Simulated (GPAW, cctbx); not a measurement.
# Reading charge transfer from structure factors

Na2SF6, Fm-3m (no. 225), a = 7.7689 Å, b = 7.7689 Å, c = 7.7689 Å, α = 90.00°, β = 90.00°, γ = 90.00°.

```
atom  mult.    x    y       z
  S1      4    0    0       0
 Na1      8  1/4  1/4     3/4
  F1     24    0    0  0.7605
```

The start was made by putting kin elements into a known structure type; the compound need not exist, or be stable, in this form.

Absolute values of the static structure factors of the conventional cell from DFT (PBE, GPAW) against free spherical atoms, in electrons:

```
hkl  d (Å)  free atoms  crystal
111  4.485       68.10    66.93
020  3.884       41.90    42.50
022  2.747       60.19    57.58
131  2.342       39.80    39.32
222  2.243      170.75   174.68
040  1.942      233.99   236.69
133  1.782       23.57    23.04
042  1.737       21.41    22.16
242  1.586       49.15    49.48
333  1.495       12.87    12.32
```

**Question.** Which way does charge move, and which reflections show it best?

Project each element's phase sum on the total phase. |F| rises if density moves to atoms that scatter in phase and falls if it moves to atoms that scatter against it; the rule is for low angles, since changes of shape take over beyond. Where all elements are in phase the terms compete, and the compactness of the donor's and the acceptor's density matters too.

| hkl | S in phase | Na in phase | F in phase | change (e) | (%) |
| --- | --- | --- | --- | --- | --- |
| 111 | +4.0 | 0.0 | +1.6 | -1.17 | -1.7 |
| 020 | +4.0 | -8.0 | +8.1 | +0.60 | +1.4 |
| 022 | +4.0 | +8.0 | -7.9 | -2.61 | -4.3 |
| 131 | +4.0 | 0.0 | -0.5 | -0.48 | -1.2 |
| 222 | -4.0 | +8.0 | +23.8 | +3.93 | +2.3 |
| 040 | +4.0 | +8.0 | +23.7 | +2.69 | +1.2 |
| 133 | +4.0 | 0.0 | -2.6 | -0.53 | -2.2 |
| 042 | +4.0 | -8.0 | +7.8 | +0.75 | +3.5 |

Low-angle reflections that set elements apart and change by more than 0.05 e: 111, 020, 022, 131, 222, 133 and 042. The signs fit a gain of density on F and a loss on S and Na. The best witness is 022, -4.3 %, where F enters with -7.9. The real-space density agrees: Voronoi charges S +0.51, Na +0.23, F -0.16 e. The shortest bond, S–F, has Δρ = +0.06 e/Å³ at its midpoint, low for a shared bond; with the charge transfer this is a polar contact.

[Outputs are excerpts: Python notices, other lines and further rows are left out; steps that failed or that the build refused (PBEsol, TPSS) are not shown.]

[Logs are printed without paths, hosts, clocks, repeated set-up lines and the standing remarks that a program may print on its own settings, such as how far it seeks lower states.]
